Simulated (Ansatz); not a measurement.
**Site preference of a vacancy of Ge in glassy 96GeO2-4CaO (mol %) (71 atoms)**

Aim: make a vacancy of Ge at several sites of glassy 96GeO2-4CaO (mol %) (71 atoms), relax each, and compare their energies.

Program: Ansatz 0.2.0. Level of theory: Kohn-Sham DFT, PBE, PAW (set soft_2), plane waves. Values are calculated unless marked as measured.

**1. The structure**

The cell holds 71 atoms: 23 Ge, 1 Ca and 47 O. Cell: a = 10.460 Å, b = 10.460 Å, c = 10.460 Å, α = 90.0°, β = 90.0°, γ = 90.0°. 71 atoms (23 Ge, 1 Ca, 47 O) placed at random at 3.67 g/cm³, melted at 4000 K for 10 ps at fixed volume with the Morse and Coulomb pair potential with partial charges (Pedone, Malavasi, Menziani, Cormack and Segre, J. Phys. Chem. B 110, 11780 (2006)). Quenched from 2500 K to 300 K at 500 K/ps and fixed volume, held 10 ps at zero pressure.

What the set-up can't give: The quench rate of 500 K/ps far exceeds what a furnace or splat quench reaches, so expect more defects and frozen-in strain than in a real sample. The network of bonds at the start is that of the classical potential that made the cell, and needn't be the one that DFT or experiment would give. The Brillouin zone is sampled at Γ only, in a cell whose shortest periodic width is 10 Å.

**2. Single point at the start**

A single point comes first, to see the forces before anything moves.

File input.yaml:

```yaml
crystal:
  lattice:
    - [10.4603, 0.0, 0.0]
    - [0.0, 10.4603, 0.0]
    - [0.0, 0.0, 10.4603]
  atoms:
    - { symbol: Ge, position: [0.54311, 0.58149, 0.67027] }
    - { symbol: Ge, position: [0.39802, 0.53666, 0.38632] }
    - { symbol: Ge, position: [0.08729, 0.19998, 0.13171] }
    - { symbol: Ge, position: [0.77224, 0.09098, 0.42404] }
    - { symbol: Ge, position: [0.54998, 0.10895, 0.19487] }
    - { symbol: Ge, position: [0.98589, 0.81297, 0.76214] }
    - { symbol: Ge, position: [0.2109, 0.44604, 0.97711] }
    - { symbol: Ge, position: [0.38192, 0.32164, 0.76728] }
    - { symbol: Ge, position: [0.1301, 0.74995, 0.03668] }
    - { symbol: Ge, position: [0.41706, 0.87044, 0.72968] }
    - { symbol: Ge, position: [0.91619, 0.58849, 0.20168] }
    - { symbol: Ge, position: [0.33883, 0.05522, 0.9796] }
    - { symbol: Ge, position: [0.49447, 0.40186, 0.13068] }
    - { symbol: Ge, position: [0.79971, 0.07086, 0.02704] }
    - { symbol: Ge, position: [0.28879, 0.94697, 0.43637] }
    - { symbol: Ge, position: [0.72073, 0.01015, 0.73278] }
    - { symbol: Ge, position: [0.39238, 0.78933, 0.19672] }
    - { symbol: Ge, position: [0.69193, 0.75715, 0.08702] }
    - { symbol: Ge, position: [0.24762, 0.2614, 0.4724] }
    - { symbol: Ge, position: [0.8625, 0.60575, 0.58175] }
    - { symbol: Ge, position: [0.75256, 0.49475, 0.95092] }
    - { symbol: Ge, position: [0.97028, 0.34678, 0.40426] }
    - { symbol: Ge, position: [0.99591, 0.85947, 0.46247] }
    - { symbol: Ca, position: [0.01148, 0.39475, 0.72119] }
    - { symbol: O, position: [0.16586, 0.60011, 0.97512] }
    - { symbol: O, position: [0.75179, 0.91105, 0.05957] }
    - { symbol: O, position: [0.34774, 0.94485, 0.85586] }
    - { symbol: O, position: [0.89967, 0.457, 0.53656] }
    - { symbol: O, position: [0.09119, 0.29661, 0.52754] }
    - { symbol: O, position: [0.45522, 0.02162, 0.09011] }
    - { symbol: O, position: [0.39062, 0.20144, 0.88714] }
    - { symbol: O, position: [0.46148, 0.57031, 0.52862] }
    - { symbol: O, position: [0.74054, 0.0808, 0.58502] }
    - { symbol: O, position: [0.78306, 0.08666, 0.85962] }
    - { symbol: O, position: [0.10696, 0.34372, 0.04713] }
    - { symbol: O, position: [0.34509, 0.6635, 0.30453] }
    - { symbol: O, position: [0.4954, 0.43343, 0.7438] }
    - { symbol: O, position: [0.35808, 0.89375, 0.57998] }
    - { symbol: O, position: [0.6755, 0.15448, 0.08757] }
    - { symbol: O, position: [0.04894, 0.81948, 0.90825] }
    - { symbol: O, position: [0.14147, 0.88495, 0.40186] }
    - { symbol: O, position: [0.39698, 0.90992, 0.31887] }
    - { symbol: O, position: [0.70082, 0.65614, 0.95849] }
    - { symbol: O, position: [0.27201, 0.80894, 0.093] }
    - { symbol: O, position: [0.83165, 0.87869, 0.74316] }
    - { symbol: O, position: [0.56782, 0.94129, 0.74355] }
    - { symbol: O, position: [0.84829, 0.23491, 0.39649] }
    - { symbol: O, position: [0.51002, 0.4899, 0.27354] }
    - { symbol: O, position: [0.92486, 0.71502, 0.47588] }
    - { symbol: O, position: [0.35287, 0.44487, 0.05592] }
    - { symbol: O, position: [0.23978, 0.40447, 0.81381] }
    - { symbol: O, position: [0.47697, 0.25124, 0.1966] }
    - { symbol: O, position: [0.0788, 0.25584, 0.28562] }
    - { symbol: O, position: [0.46272, 0.70879, 0.7387] }
    - { symbol: O, position: [0.29522, 0.41008, 0.41407] }
    - { symbol: O, position: [0.61926, 0.42559, 0.02714] }
    - { symbol: O, position: [0.82316, 0.43571, 0.821] }
    - { symbol: O, position: [0.33559, 0.26107, 0.62081] }
    - { symbol: O, position: [0.27338, 0.11272, 0.41859] }
    - { symbol: O, position: [0.53126, 0.75589, 0.13245] }
    - { symbol: O, position: [0.04206, 0.88768, 0.62324] }
    - { symbol: O, position: [0.70274, 0.61146, 0.63326] }
    - { symbol: O, position: [0.64014, 0.07454, 0.33163] }
    - { symbol: O, position: [0.03428, 0.70822, 0.16142] }
    - { symbol: O, position: [0.94329, 0.12143, 0.09381] }
    - { symbol: O, position: [0.87284, 0.51238, 0.06804] }
    - { symbol: O, position: [0.95804, 0.4749, 0.30069] }
    - { symbol: O, position: [0.78389, 0.6902, 0.20373] }
    - { symbol: O, position: [0.20825, 0.11248, 0.05759] }
    - { symbol: O, position: [0.97023, 0.65444, 0.71274] }
    - { symbol: O, position: [0.87506, 0.96123, 0.41186] }
kpoints:
  mp_grid: { grid: [1, 1, 1] }
hamiltonian:
  xc: pbe
scf:
  occupations: { method: fixed }
output:
  forces: true
```

Run with:

```bash
$ ansatz run input.yaml --threads 4 --pin off --max-ram 8192MiB --backend cpu --events-out ev --progress --plain --runs-dir out
```

The program printed:

```text
[...]
Pseudopotentials: kind: paw
Pseudopotential: Ge, paw, valence charge 14, recommended cutoff 420 eV (normal), Ge.paw.azcp
Pseudopotential: Ca, paw, valence charge 10, recommended cutoff 420 eV (normal), Ca.paw.azcp
Pseudopotential: O, paw, valence charge 6, recommended cutoff 420 eV (normal), O.paw.azcp
[... 5 lines on functional and potentials left out ...]
Crystal: 71 atoms, lattice volume = 1144.544 Å³
Basis set: ecut = 420 eV, 22335 PW (Γ), exchange–correlation on 144×144×144 points (8 copies of the dense FFT grid, shifted against one another)
Bands: 378, of which v1, the nominal top of the filled ones, is band 307 counted from 1 (306 counted from 0)
Symmetry: 1 space group operations
Space group: P1 (ITA 1), of the structure as read, at distance tolerance 1.0e-4 Å
k-points: 1
[... 7 lines on functional and potentials left out ...]
Initial density: superposition of atomic densities (neutral atoms: chi_scale 0, normalization atom), corrected by the library's trained network
Initial wavefunctions: pseudopotential atomic-orbital guess
[...]
SCF iter   1: F=—  HF=-127255.403620 eV  |F-HF|=—  |Δ(HF+E_count)|=         —  Δρ=3.04e-3  dr2=9.58e-2  ethr=1.77e-3  ⟨swp⟩=5.0  Hψ=1172  notcnv=0  defer=68
preconditioner: auto → Resta (q_TF=auto, 2.459 Å⁻¹)  ε∞=2.7  [insulator: Δε(μ)=1.687 eV  Ē_g=20.870 eV  n_scr=256 (ndim 8)  ℏωp=27.2 eV  f_vac=0.288  ε∞_Penn≈2.7]
[...]
SCF iter   8: F=—  HF=-127255.406378 eV  |F-HF|=—  |Δ(HF+E_count)|=   1.37e-7  Δρ=5.04e-6  dr2=2.92e-7  ethr=6.19e-10  ⟨swp⟩=2.0  Hψ=483  notcnv=0  defer=63
SCF iter   9: F=-127255.406378 eV  HF=-127255.406378 eV  |F-HF|=3.45e-8  |Δ(HF+E_count)|=   1.07e-7  Δρ=2.52e-6  dr2=6.77e-8  ethr=1.63e-11  ⟨swp⟩=4.0  Hψ=1138  notcnv=0
SCF 1 converged in 9 iterations: F = -127255.406378 eV  dr2 = 6.77e-8
[...]
SCF converged after 9 iterations
Free energy (F): -127255.406378 eV
Harris-Foulkes:  -127255.406378 eV  (|F-HF|=3.45e-8)
Internal energy: -127255.406378 eV  (E = F + TS)
E sigma→0 (E₀):  -127255.406378 eV
Fermi energy:    3.181340 eV
--- Per-component energies (eV) ---
[...]
Σ components = -127255.406378   (vs F -127255.406378, Δ=0.00e0)
--- Forces (eV/Å), atoms counted from 1 ---
  atom   1  Ge    -0.32843691    -0.65130831    -0.17288338
  atom   2  Ge     0.81010215    -1.83666522    -1.11115473
  atom   3  Ge    -0.85193513     0.90255918    -0.53063771
  atom   4  Ge     1.57266200    -0.09543298     0.81770757
[...]
atom  71  O      0.48186537    -0.42186574    -1.23542253
  max |Σ_I F_I| component: 7.14e-5 eV/Å
```

It took 10 s on 4 threads of Arm Neoverse V1, shared host; peak memory 1.4 GiB.

Reading the cycles: dr2 is the Hartree energy of the density residual (eV), the measure of convergence; HF is the Harris–Foulkes estimate of the energy, which meets the free energy F at convergence.

The r.m.s. force at the start is 1.3 eV/Å.

**3. Relaxation**

With the cell held, the atoms are moved downhill towards a nearby minimum.

File input.yaml:

```yaml
crystal:
  lattice:
    - [10.4603, 0.0, 0.0]
    - [0.0, 10.4603, 0.0]
    - [0.0, 0.0, 10.4603]
  atoms:
    [... the 71 atom lines of step 2 ...]
kpoints:
  mp_grid: { grid: [1, 1, 1] }
hamiltonian:
  xc: pbe
scf:
  occupations: { method: fixed }
output:
  forces: true
relax:
  f_tol: 0.05
  max_steps: 120
```

The program printed:

```text
[...]
Crystal: 71 atoms, lattice volume = 1144.544 Å³
Basis set: ecut = 420 eV, 22335 PW (Γ), exchange–correlation on 144×144×144 points (8 copies of the dense FFT grid, shifted against one another)
Bands: 378, of which v1, the nominal top of the filled ones, is band 307 counted from 1 (306 counted from 0)
Symmetry: 1 space group operations
[...]
k-points: 1
[...]
SCF iter   1: F=—  HF=-127255.403619 eV  |F-HF|=—  |Δ(HF+E_count)|=         —  Δρ=3.04e-3  dr2=9.58e-2  ethr=1.77e-3  ⟨swp⟩=5.0  Hψ=1172  notcnv=0  defer=68
[...]
SCF iter   5: F=—  HF=-127255.406376 eV  |F-HF|=—  |Δ(HF+E_count)|=   2.36e-5  Δρ=1.16e-4  dr2=1.60e-4  ethr=8.43e-8  ⟨swp⟩=2.0  Hψ=511  notcnv=0  defer=69
SCF iter   6: F=-127255.406374 eV  HF=-127255.406374 eV  |F-HF|=1.52e-7  |Δ(HF+E_count)|=   2.79e-6  Δρ=3.34e-5  dr2=1.26e-5  ethr=1.02e-8  ⟨swp⟩=2.0  Hψ=1148  notcnv=0
SCF 1 converged in 6 iterations: F = -127255.406374 eV  dr2 = 1.26e-5
[...]
relax step   1: F+E_penalty+E_count = -127255.40637369 eV  Δ(F+E_penalty+E_count) = +0.000e0 eV  max|allowed force component| = 4.335e0 eV/Å  Δτ_max = 0.0000 Å  (6 SCF iters, dr2 threshold 6.25e-5 eV, accepted)
[...]
relax step   2: F+E_penalty+E_count = -127260.64790162 eV  Δ(F+E_penalty+E_count) = -5.242e0 eV  max|allowed force component| = 2.249e0 eV/Å  Δτ_max = 0.1897 Å  (8 SCF iters, dr2 threshold 1.00e-4 eV, accepted)
[...]
relax step   3: F+E_penalty+E_count = -127263.81415591 eV  Δ(F+E_penalty+E_count) = -3.166e0 eV  max|allowed force component| = 5.592e-1 eV/Å  Δτ_max = 0.1948 Å  (7 SCF iters, dr2 threshold 1.00e-4 eV, accepted)
relax step   4: F+E_penalty+E_count = -127264.48804877 eV  Δ(F+E_penalty+E_count) = -6.739e-1 eV  max|allowed force component| = 2.899e-1 eV/Å  Δτ_max = 0.2000 Å  (8 SCF iters, dr2 threshold 1.95e-5 eV, accepted)
relax step   5: F+E_penalty+E_count = -127264.81939479 eV  Δ(F+E_penalty+E_count) = -3.313e-1 eV  max|allowed force component| = 1.667e-1 eV/Å  Δτ_max = 0.2000 Å  (8 SCF iters, dr2 threshold 5.25e-6 eV, accepted)
relax step   6: F+E_penalty+E_count = -127264.93777914 eV  Δ(F+E_penalty+E_count) = -1.184e-1 eV  max|allowed force component| = 1.852e-1 eV/Å  Δτ_max = 0.2000 Å  (8 SCF iters, dr2 threshold 7.47e-6 eV, accepted)
relax step   7: F+E_penalty+E_count = -127264.94576865 eV  Δ(F+E_penalty+E_count) = -7.990e-3 eV  max|allowed force component| = 3.155e-1 eV/Å  Δτ_max = 0.2000 Å  (7 SCF iters, dr2 threshold 1.13e-5 eV, accepted)
relax step   8: F+E_penalty+E_count = -127264.96712145 eV  Δ(F+E_penalty+E_count) = -2.135e-2 eV  max|allowed force component| = 8.879e-2 eV/Å  Δτ_max = 0.0563 Å  (5 SCF iters, dr2 threshold 9.95e-5 eV, accepted)
relax step   9: F+E_penalty+E_count = -127264.96611223 eV  Δ(F+E_penalty+E_count) = +1.009e-3 eV  max|allowed force component| = 8.642e-2 eV/Å  Δτ_max = 0.0498 Å  (9 SCF iters, rejected (line search))
relax step  10: F+E_penalty+E_count = -127264.96930184 eV  Δ(F+E_penalty+E_count) = -2.180e-3 eV  max|allowed force component| = 7.383e-2 eV/Å  Δτ_max = 0.0168 Å  (9 SCF iters, accepted)
relax step  11: F+E_penalty+E_count = -127264.96941448 eV  Δ(F+E_penalty+E_count) = -1.126e-4 eV  max|allowed force component| = 4.088e-2 eV/Å  Δτ_max = 0.1000 Å  (9 SCF iters, accepted)
[...]
relax step  12: F+E_penalty+E_count = -127264.97142499 eV  Δ(F+E_penalty+E_count) = -2.011e-3 eV  max|allowed force component| = 2.375e-2 eV/Å  Δτ_max = 0.0684 Å  (8 SCF iters, accepted)
SCF converged after 8 iterations
Free energy (F): -127264.971425 eV
[...]
Internal energy: -127264.971425 eV  (E = F + TS)
E sigma→0 (E₀):  -127264.971425 eV
Fermi energy:    3.036825 eV
[...]
Σ components = -127264.971425   (vs F -127264.971425, Δ=0.00e0)
--- Forces (eV/Å), atoms counted from 1 ---
  atom   1  Ge    -0.00299472    -0.00337082     0.00548993
  atom   2  Ge     0.00136758    -0.00355208    -0.00590524
  atom   3  Ge    -0.00226954     0.00591035    -0.00332132
  atom   4  Ge    -0.00165108     0.00229701    -0.00187044
[...]
atom  71  O      0.00188146     0.00117886    -0.00021124
  max |Σ_I F_I| component: 6.80e-5 eV/Å
--- Relaxed structure (12 steps of the walk, 11 accepted, 0 SCFs on fresh bases) ---
  F+E_penalty+E_count = -127264.97142499 eV   max|allowed force component| = 2.375e-2 eV/Å
  atoms:
    - { symbol: Ge, position: [0.525424, 0.600849, 0.655723] }
    - { symbol: Ge, position: [0.390279, 0.531809, 0.375576] }
    - { symbol: Ge, position: [0.094599, 0.193369, 0.112554] }
    - { symbol: Ge, position: [0.787263, 0.092849, 0.423346] }
[...]
- { symbol: O, position: [0.914304, 0.983962, 0.395079] }
```

Wall time 1.9 min (4 threads); peak memory 1.4 GiB; 7.3 min of CPU time.

The relaxation converged after 12 steps, 9.57 eV below its start, with a largest force component of 0.024 eV/Å.

(Part 1 of 3 ends here.)

[Long decimals in the printed logs are rounded to 6 places.]

[Logs are printed without paths, hosts, clocks, repeated set-up lines and the standing remarks that a program may print on its own settings, such as how far it seeks lower states.]

[Hosts, paths, dates, database ids (printed as entryN), source tags and the programs' standing remarks are cut or masked in the printed files.]
